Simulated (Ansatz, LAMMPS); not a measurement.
# Amorphous 62SiO2-38GeO2 (mol %) (96 atoms): geometry optimisation, part 2 of 2

Aim: bring amorphous 62SiO2-38GeO2 (mol %) (96 atoms) to a nearby minimum of the energy and see what moves.

Ansatz 0.2.0; Kohn-Sham DFT, PBE, PAW (set soft_2), plane waves.

The cell: 20 Si, 12 Ge and 64 O. The quench rate of 50 K/ps is many orders above laboratory rates. The network of bonds at the start is that of the classical potential that made the cell. Sampling is at Γ alone, for a cell whose shortest periodic width is 11 Å.

So far. Step 4 (Cell and atoms relaxed): The relaxation changed the energy by -77.3 meV/atom, and atoms moved by 0.32 Å r.m.s., 0.81 Å at most.

### Step 6. Single point at the relaxed geometry

The electronic structure is read at the final geometry, in a run of its own.

Contents of input.yaml:

```yaml
crystal:
  lattice:
    - [11.71844, 0.16777, -0.37536]
    - [0.16777, 10.96694, 0.14783]
    - [-0.37536, 0.14783, 10.92039]
  atoms:
    - { symbol: Si, position: [0.96202, 0.18661, 0.79464] }
    - { symbol: Si, position: [0.27413, 0.4262, 0.96974] }
    - { symbol: Si, position: [0.62616, 0.6987, 0.48274] }
    - { symbol: Si, position: [0.85805, 0.53191, 0.4772] }
    - { symbol: Si, position: [0.10509, 0.53217, 0.53336] }
    - { symbol: Si, position: [0.10273, 0.02607, 0.40994] }
    - { symbol: Si, position: [0.08428, 0.05713, 0.02607] }
    - { symbol: Si, position: [0.53849, 0.09206, 0.69195] }
    - { symbol: Si, position: [0.74918, 0.09064, 0.88008] }
    - { symbol: Si, position: [0.05987, 0.83772, 0.86045] }
    - { symbol: Si, position: [0.90775, 0.05932, 0.23833] }
    - { symbol: Si, position: [0.32892, 0.16213, 0.03942] }
    - { symbol: Si, position: [0.37893, 0.97655, 0.86064] }
    - { symbol: Si, position: [0.2176, 0.63258, 0.77185] }
    - { symbol: Si, position: [0.52557, 0.18663, 0.24448] }
    - { symbol: Si, position: [0.45994, 0.84076, 0.09213] }
    - { symbol: Si, position: [0.49411, 0.60163, 0.23734] }
    - { symbol: Si, position: [0.69904, 0.29234, 0.06205] }
    - { symbol: Si, position: [0.55231, 0.97516, 0.44439] }
    - { symbol: Si, position: [0.87407, 0.3459, 0.26157] }
    - { symbol: Ge, position: [0.41284, 0.38173, 0.40393] }
    - { symbol: Ge, position: [0.53666, 0.51072, 0.99231] }
    - { symbol: Ge, position: [0.06572, 0.49684, 0.13463] }
    - { symbol: Ge, position: [0.73934, 0.87797, 0.07888] }
    - { symbol: Ge, position: [0.81528, 0.43607, 0.74967] }
    - { symbol: Ge, position: [0.14493, 0.03635, 0.68373] }
    - { symbol: Ge, position: [0.48671, 0.62648, 0.74152] }
    - { symbol: Ge, position: [0.18523, 0.25591, 0.52266] }
    - { symbol: Ge, position: [0.32331, 0.90941, 0.31806] }
    - { symbol: Ge, position: [0.87176, 0.65479, 0.94567] }
    - { symbol: Ge, position: [0.24624, 0.62036, 0.31559] }
    - { symbol: Ge, position: [0.54119, 0.3679, 0.6637] }
    - { symbol: O, position: [0.98723, 0.58133, 0.45393] }
    - { symbol: O, position: [0.29993, 0.28276, 0.95078] }
    - { symbol: O, position: [0.52231, 0.30175, 0.33726] }
    - { symbol: O, position: [0.39239, 0.48811, 0.01953] }
    - { symbol: O, position: [0.62588, 0.84516, 0.44925] }
    - { symbol: O, position: [0.75487, 0.63748, 0.47519] }
    - { symbol: O, position: [0.69056, 0.36484, 0.68653] }
    - { symbol: O, position: [0.3887, 0.9316, 0.17865] }
    - { symbol: O, position: [0.07729, 0.91374, 0.9886] }
    - { symbol: O, position: [0.19028, 0.98234, 0.30563] }
    - { symbol: O, position: [0.22676, 0.49994, 0.84509] }
    - { symbol: O, position: [0.55246, 0.64157, 0.36622] }
    - { symbol: O, position: [0.74226, 0.95199, 0.93563] }
    - { symbol: O, position: [0.24821, 0.15718, 0.63699] }
    - { symbol: O, position: [0.62106, 0.38015, 0.9628] }
    - { symbol: O, position: [0.03426, 0.1619, 0.67617] }
    - { symbol: O, position: [0.1453, 0.95952, 0.53901] }
    - { symbol: O, position: [0.41438, 0.95305, 0.44282] }
    - { symbol: O, position: [0.34261, 0.67909, 0.72622] }
    - { symbol: O, position: [0.30877, 0.75372, 0.359] }
    - { symbol: O, position: [0.42885, 0.70558, 0.14816] }
    - { symbol: O, position: [0.97141, 0.54584, 0.01355] }
    - { symbol: O, position: [0.80303, 0.96995, 0.19349] }
    - { symbol: O, position: [0.12894, 0.61556, 0.65246] }
    - { symbol: O, position: [0.85275, 0.09741, 0.79084] }
    - { symbol: O, position: [0.41343, 0.08394, 0.95628] }
    - { symbol: O, position: [0.55176, 0.64389, 0.89508] }
    - { symbol: O, position: [0.37973, 0.51844, 0.28868] }
    - { symbol: O, position: [0.58173, 0.53098, 0.15268] }
    - { symbol: O, position: [0.47611, 0.46463, 0.76675] }
    - { symbol: O, position: [0.41239, 0.85331, 0.9483] }
    - { symbol: O, position: [0.59677, 0.85987, 0.11729] }
    - { symbol: O, position: [0.99609, 0.07884, 0.13221] }
    - { symbol: O, position: [0.13047, 0.62661, 0.20653] }
    - { symbol: O, position: [0.04649, 0.15463, 0.91595] }
    - { symbol: O, position: [0.83043, 0.42385, 0.37817] }
    - { symbol: O, position: [0.48724, 0.44984, 0.5268] }
    - { symbol: O, position: [0.79642, 0.72658, 0.06319] }
    - { symbol: O, position: [0.5717, 0.67475, 0.61898] }
    - { symbol: O, position: [0.47665, 0.2264, 0.65521] }
    - { symbol: O, position: [0.21654, 0.5463, 0.45046] }
    - { symbol: O, position: [0.21368, 0.09336, 0.07142] }
    - { symbol: O, position: [0.91567, 0.32786, 0.81422] }
    - { symbol: O, position: [0.86723, 0.19709, 0.28116] }
    - { symbol: O, position: [0.39995, 0.18852, 0.17022] }
    - { symbol: O, position: [0.87961, 0.48299, 0.61806] }
    [... 12 atom lines left out ...]
    - { symbol: O, position: [0.7864, 0.56092, 0.84552] }
    - { symbol: O, position: [0.16438, 0.73348, 0.85968] }
    - { symbol: O, position: [0.45916, 0.98592, 0.74388] }
    - { symbol: O, position: [0.04419, 0.92671, 0.74154] }
    - { symbol: O, position: [0.00283, 0.39394, 0.23462] }
    - { symbol: O, position: [0.09852, 0.1757, 0.41557] }
kpoints:
  mp_grid: { grid: [1, 1, 1] }
hamiltonian:
  xc: pbe
scf:
  occupations: { method: fermi_dirac, width: 0.025 }
output:
  forces: true
  stress: true
  populations: true
  dos:
    method: { smearing: { sigma: 0.08 } }
    de: 0.05
    projected: { site_lists: { Ge: [Ge], O: [O], Si: [Si] } }
  eigenvalues: true
  write_density: true
  write_potential: true
  volumetric_format: npy
```

Started as:

```console
$ ansatz run input.yaml --threads 4 --pin off --max-ram 8192MiB --backend cpu --events-out ev --progress --plain --runs-dir out
```

Elapsed: 23 s, on 4 threads of Arm Neoverse V2, shared host; peak memory 1.9 GiB.

The program notes that the exchange-correlation potential is rough where the density is thin.

The run gave:

* free energy: -100629.5387 eV
* free energy per atom: -1048.2244 eV/atom
* SCF cycles: 10
* pressure: -0.01335 GPa
* r.m.s. force component: 0.00612 eV/Å
* longest force: 0.02976 eV/Å
* Fermi energy: 4.098 eV
* gap (highest filled to lowest empty level): 2.605 eV
* spilling of the projection: 0.009545

Löwdin charges by element and coordination (they lack the spilled electrons, 0.063 e an atom on average):

```tsv
element	coordination	atoms	mean charge (e)	spread	least	most
Ge	all	12	1.61	0.0233	1.57	1.65
Ge	4	11	1.61	0.0219	1.58	1.65
Ge	5	1	1.57	0	1.57	1.57
O	all	64	-0.761	0.0242	-0.797	-0.693
O	2	63	-0.762	0.0228	-0.797	-0.699
O	3	1	-0.693	0	-0.693	-0.693
Si	all	20	1.77	0.0152	1.74	1.79
```

Charge against the make-up of the first shell:

```tsv
Ge neighbours of O	atoms	mean charge (e)
0	27	-0.782
1	25	-0.757
2	12	-0.723
```

Density of states as counts of states in windows of 1 eV (from the Fermi level), total and the larger projections:

```tsv
from (eV)	to (eV)	total	O p	Si p
-18	-17	3.0	0.1	0.2
-17	-12	0.0	0.0	0.0
-12	-11	4.2	2.5	0.1
-11	-10	17.5	10.9	0.5
-10	-9	14.4	9.2	0.7
-9	-8	20.0	13.8	1.7
-8	-7	37.1	27.8	4.8
-7	-6	31.1	23.8	3.2
-6	-5	30.1	24.1	2.2
-5	-4	64.2	56.2	2.7
-4	-3	87.2	81.5	1.6
-3	-2	70.0	67.6	0.6
-2	-1	8.3	7.9	0.1
-1	1	0.0	0.0	0.0
1	2	2.2	0.5	0.0
2	3	6.1	1.6	0.2
3	4	9.8	2.5	0.5
4	5	8.3	1.7	0.7
```

Between -26 and -18 eV lie 225 more states.

The levels nearest the highest filled one (over half full), pooled over k-points and spins:

```tsv
level less the highest filled one (eV)	occupation
-0.782	2
-0.780	2
-0.608	2
-0.356	2
-0.290	2
0	2
2.61	0
3.37	0
3.53	0
3.83	0
4.35	0
4.67	0
```

Valence density in the ac plane at fractional y = 0.626, with atoms of Si and Ge and O within 0.2 Å of it. It is the smooth field of the valence electrons, not physical close to the nuclei.

Values in e/Å³, 13 rows by 16 columns, each cell a mean:
```
 0  0  0  0  0  0  0  0  1  1  0  0  0  4  6  0
 0  0  0  0  0  0  0  0  3  3  0  0  1  1  1  0
 0  0  0  0  0  1  0  3  3  0  0  0  1  0  0  0
 0  1  1  0  1  2  1 12  8  0  0  0  0  0  0  0
 0  3  4  1  0  0  0  0  1  2  0  0  0  0  0  0
 0  1  1  0  0  0  0  0  0  1  0  0  0  0  0  0
 1  0  0  0  0  0  0  0  0  0  0  2  4  1  0  1
 1  0  0  1  0  0  0  0  2  2  0  1  1  0  0  1
 0  0  0  8 11  0  0  0  3  3  0  0  0  0  0  0
 0  1  2  3  3  0  0  0  0  0  0  0  0  0  0  0
 0  2  4  0  0  0  0  1  0  0  0  0  0  0  0  0
 0  0  0  0  0  0  0  0  0  0  0  0  0  0  0  0
 0  0  0  0  0  0  0  0  0  0  0  0  0  0  1  1
```
Columns run along a (11.7 Å), rows up along c (10.9 Å). Atoms in or near the plane, at fractional coordinates: Si at (0.22, 0.77), Ge at (0.49, 0.74), Ge at (0.25, 0.32), O at (0.75, 0.48), O at (0.55, 0.37), O at (0.13, 0.65), O at (0.55, 0.90), O at (0.13, 0.21).

Electrostatic potential energy in the ac plane at fractional y = 0.626, with atoms of Si and Ge and O within 0.2 Å of it. With pseudopotentials it is smooth inside the atoms' cores, unlike the true potential.

Ten even steps from '0' (-39 eV) to '9' (10 eV), each cell a mean:
```
999999999999999988789999986311268
999999999999999983138999986211268
999999988999999971017999987533579
999997645789998874369999976778899
999984000488986334689999998999999
999972000366773001479999999999999
999864212664562001489999999999999
998301678888885334679999999999999
997101799999998777447999999999999
998647999999999998557999999999999
998778999999999999887788889989999
888778999999999999875576214788898
488889999999999999865564002777874
589999888889999998667787436888874
999998754478999972017899999999999
999997410147899861027999999999999
999986300037887543479999999999999
999744422368875000479999999999999
997100576788874000489999999999999
997202799999986424789999999999999
998878999999998878899999999999999
999999999999999999999999999999999
999999999999999998999999999888889
999999999999999988889999998644578
```
Columns run along a (11.7 Å; values clipped at the 3rd and 97th percentile), rows up along c (10.9 Å). Atoms in or near the plane, at fractional coordinates: Si at (0.22, 0.77), Ge at (0.49, 0.74), Ge at (0.25, 0.32), O at (0.75, 0.48), O at (0.55, 0.37), O at (0.13, 0.65), O at (0.55, 0.90), O at (0.13, 0.21).

Mean Löwdin charges: Ge +1.61, O -0.76, Si +1.77 e (they miss 0.95 % of the electrons, so they add up to more than the cell's charge). The charge on O changes by +0.029 e for each Ge neighbour that takes the place of another kind, on average.

Local excerpt of 13 atoms (numbers count through the whole input) about O60, whose charge lies farthest from its element's mean; x, y, z are measured from there.

```tsv
atom	x	y	z	distance (Å)	bonds	Löwdin charge (e)
O60	0.00	0.00	0.00	0.00	3	-0.69
Si17	1.37	0.92	-0.59	1.76	4	1.74
Ge31	-1.56	1.10	0.36	1.94	4	1.60
Ge21	0.32	-1.48	1.23	1.95	4	1.58
O44	2.02	1.39	0.80	2.58	2	-0.78
O53	0.66	2.04	-1.53	2.63	2	-0.78
O73	-1.97	0.30	1.83	2.71	2	-0.76
O52	-0.82	2.58	0.83	2.83	2	-0.73
O35	1.62	-2.35	0.44	2.88	2	-0.75
O61	2.42	0.15	-1.56	2.88	2	-0.74
O69	1.16	-0.70	2.55	2.89	2	-0.73
O88	-1.13	-2.38	1.38	2.98	2	-0.72
O36	0.24	-0.37	-2.95	2.98	2	-0.78
```

The column of bonds counts only the pairs O-Si within 2.08 Å, O-Ge within 2.27 Å; other neighbours, such as metal atoms beside each other in a compound, aren't counted, and periodic images can show an atom twice.

### Step 7. Functional HSE06

HSE06 mixes in a quarter of exact exchange at short range, which counters self-interaction, at a higher cost.

This step: Kohn-Sham DFT, HSE06, PAW (set soft_2), plane waves (Ansatz 0.2.0).

input.yaml: that of step 6 with these lines changed.

```diff
@@ -10,3 +10,3 @@
 hamiltonian:
-  xc: pbe
+  xc: hse06
 scf:
@@ -22,4 +22 @@
   eigenvalues: true
-  write_density: true
-  write_potential: true
-  volumetric_format: npy
```

Elapsed: 5.4 min, on 4 threads; peak memory 4.7 GiB.

The program notes that the exchange threshold is loose for the stress and the SCF threshold is loose for the stress.

Geometry and reference: those of the single point at the relaxed geometry.

Forces differ from those of the single point at the relaxed geometry by 237 meV/Å r.m.s.; the pressure by -5.4 GPa and the gap by +1.8 eV. It took 5.4 min and 19 cycles; the reference's time can't be set against it, since the two runs asked for unlike analyses.

The run gave:

| Property | Result |
| --- | --- |
| free energy | -100642.1525 eV |
| free energy per atom | -1048.3558 eV/atom |
| SCF cycles | 19 |
| pressure | -5.439 GPa |
| r.m.s. force component | 0.2375 eV/Å |
| longest force | 0.8389 eV/Å |
| Fermi energy | 3.721 eV |
| gap (highest filled to lowest empty level) | 4.434 eV |
| spilling of the projection | 0.00976 |

Length of the force by element and coordination:

```tsv
element	coordination	atoms	mean length of the force (eV/Å)	spread	least	most
Ge	all	12	0.160	0.0596	0.0897	0.288
Ge	4	11	0.165	0.0596	0.0897	0.288
Ge	5	1	0.102	0	0.102	0.102
O	all	64	0.471	0.153	0.0904	0.839
O	2	63	0.474	0.153	0.0904	0.839
O	3	1	0.314	0	0.314	0.314
Si	all	20	0.0849	0.0391	0.0068	0.141
```

Löwdin charges by element and coordination (they lack the spilled electrons, 0.064 e an atom on average):

```tsv
element	coordination	atoms	mean charge (e)	spread	least	most
Ge	all	12	1.70	0.0229	1.67	1.74
Ge	4	11	1.70	0.0213	1.68	1.74
Ge	5	1	1.67	0	1.67	1.67
O	all	64	-0.796	0.0208	-0.827	-0.731
O	2	63	-0.797	0.0193	-0.827	-0.74
O	3	1	-0.731	0	-0.731	-0.731
Si	all	20	1.84	0.0155	1.80	1.86
```

Charge against the make-up of the first shell:

```tsv
Ge neighbours of O	atoms	mean charge (e)
0	27	-0.813
1	25	-0.793
2	12	-0.765
```

States in the cell by windows of 1 eV, zero at the Fermi level; the larger projections on atomic orbitals stand beside the total:

```tsv
from (eV)	to (eV)	total	O p	Si p
-10	-9	18.7	13.1	1.7
-9	-8	39.6	29.9	5.1
-8	-7	28.1	21.6	2.7
-7	-6	35.6	29.2	2.3
-6	-5	60.9	54.3	2.1
-5	-4	84.0	79.0	1.4
-4	-3	69.0	66.7	0.5
-3	-2	9.6	9.3	0.1
-2	2	0.0	0.0	0.0
2	3	2.3	0.4	0.1
3	4	5.7	1.3	0.2
4	5	9.8	2.1	0.6
```

Between -26 and -10 eV lie 167 more states.

The stored curve holds about 512 of the 632 electrons; the rest, give or take the few that broadening carries across the Fermi level, lie in deeper levels below its range.

The levels nearest the highest filled one (over half full), pooled over k-points and spins:

```tsv
level less the highest filled one (eV)	occupation
-0.804	2
-0.793	2
-0.585	2
-0.323	2
-0.262	2
0	2
4.43	0
5.28	0
5.48	0
5.78	0
6.35	0
6.69	0
```

### Step 8. Functional r2SCAN (500 eV)

The meta-GGA r2SCAN uses the kinetic energy density as well as the density and its gradient. Besides, the cutoff goes from 420 to 500 eV.

This step: Kohn-Sham DFT, r2SCAN, PAW (set soft_2), plane waves (Ansatz 0.2.0).

input.yaml: that of step 7 with these lines changed.

```diff
@@ -10,3 +10,3 @@
 hamiltonian:
-  xc: hse06
+  xc: r2scan
 scf:
```

The job ended after 53 s (4 threads; peak memory 3.8 GiB).

Geometry and reference: those of the single point at the relaxed geometry.

Forces differ from those of the single point at the relaxed geometry by 190 meV/Å r.m.s.; the pressure by -5.3 GPa and the gap by +0.59 eV. It took 53 s and 10 cycles; the reference's time can't be set against it, since the two runs asked for unlike analyses.

### Step 9. Functional PBEsol

PBEsol restores the gradient expansion of exchange for slowly varying densities and usually gives shorter bonds in solids than PBE.

This step: Kohn-Sham DFT, PBEsol, PAW (set soft_2), plane waves (Ansatz 0.2.0).

input.yaml: that of step 8 with these lines changed.

```diff
@@ -10,3 +10,3 @@
 hamiltonian:
-  xc: r2scan
+  xc: pbesol
 scf:
```

The job ended after 21 s (4 threads; peak memory 1.9 GiB; 82 s of CPU time).

Geometry and reference: those of the single point at the relaxed geometry.

Forces differ from those of the single point at the relaxed geometry by 86 meV/Å r.m.s.; the pressure by -3.0 GPa and the gap by -0.049 eV.

### Step 10. What each setting buys

Each row is set against the single point at the relaxed geometry (Kohn-Sham DFT, PBE, PAW (set soft_2), plane waves; r.m.s. force component 0.00612 eV/Å). Times are for 4 threads of Arm Neoverse V2, shared host. The reference's time includes grids, which some other runs skip.

```tsv
run	Δ force, r.m.s. (meV/Å)	Δ pressure (GPa)	Δ gap (eV)	cycles	time	host memory (GiB)
reference	-	-	-	10	23 s	1.9
functional HSE06	237	-5.43	1.83	19	5.4 min	4.7
functional r2SCAN (500 eV)	190	-5.28	0.594	10	53 s	3.8
functional PBEsol	85.9	-2.99	-0.049	10	21 s	1.9
```

### Step 11. Outcome

```json
{
 "energy change in the relaxation": "-77.32 meV/atom",
 "r.m.s. displacement": "0.321 Å",
 "largest displacement": "0.813 Å",
 "free energy per atom": "-1048.2244 eV/atom",
 "pressure": "-0.01335 GPa",
 "r.m.s. force component": "0.00612 eV/Å",
 "gap (highest filled to lowest empty level)": "2.605 eV",
 "wall time of the 6 DFT runs": "13 min"
}
```

**Reading.** Relaxation lowers the energy by 77.3 meV/atom and moves atoms by 0.32 Å r.m.s.; the r.m.s. force component goes from 0.72 to 0.0061 eV/Å. Displacements are taken in the final cell, so they leave out its strain. By the final cutoffs no bond was broken or made. The cell shrank by 5.2 % in volume. First to last step the energy falls by 7.423 eV, across changes of basis; the largest move, 0.81 Å, is that of O69. The O-Ge bonds change most in mean length: from 1.749 Å (spread 0.057) to 1.782 Å (spread 0.050). By these cutoffs 92 % of Ge atoms have 4, 98 % of O atoms have 2 and all Si atoms have 4 bonded neighbours. 98 % of the oxygens bridge two formers (Si and Ge) and 0 % are non-bridging; 2 % join three. Between filled and empty levels lie 2.61 eV (at Γ alone); a semilocal functional tends to put such gaps too low. In a disordered cell it changes from sample to sample, and tail or defect levels can set it.

Among the changes of functional, dispersion, potentials or spin set against this reference, functional HSE06 moves the forces most, by 237 meV/Å r.m.s. The gap changes by +1.83 eV with HSE06.

What to keep in mind: The network of bonds at the start is that of the classical potential that made the cell; DFT moved the atoms only locally, and no bond changed.

[Logs are printed without paths, hosts, clocks, repeated set-up lines and the standing remarks that a program may print on its own settings, such as how far it seeks lower states.]

[Hosts, paths, dates, database ids (printed as entryN), source tags and the programs' standing remarks are cut or masked in the printed files.]
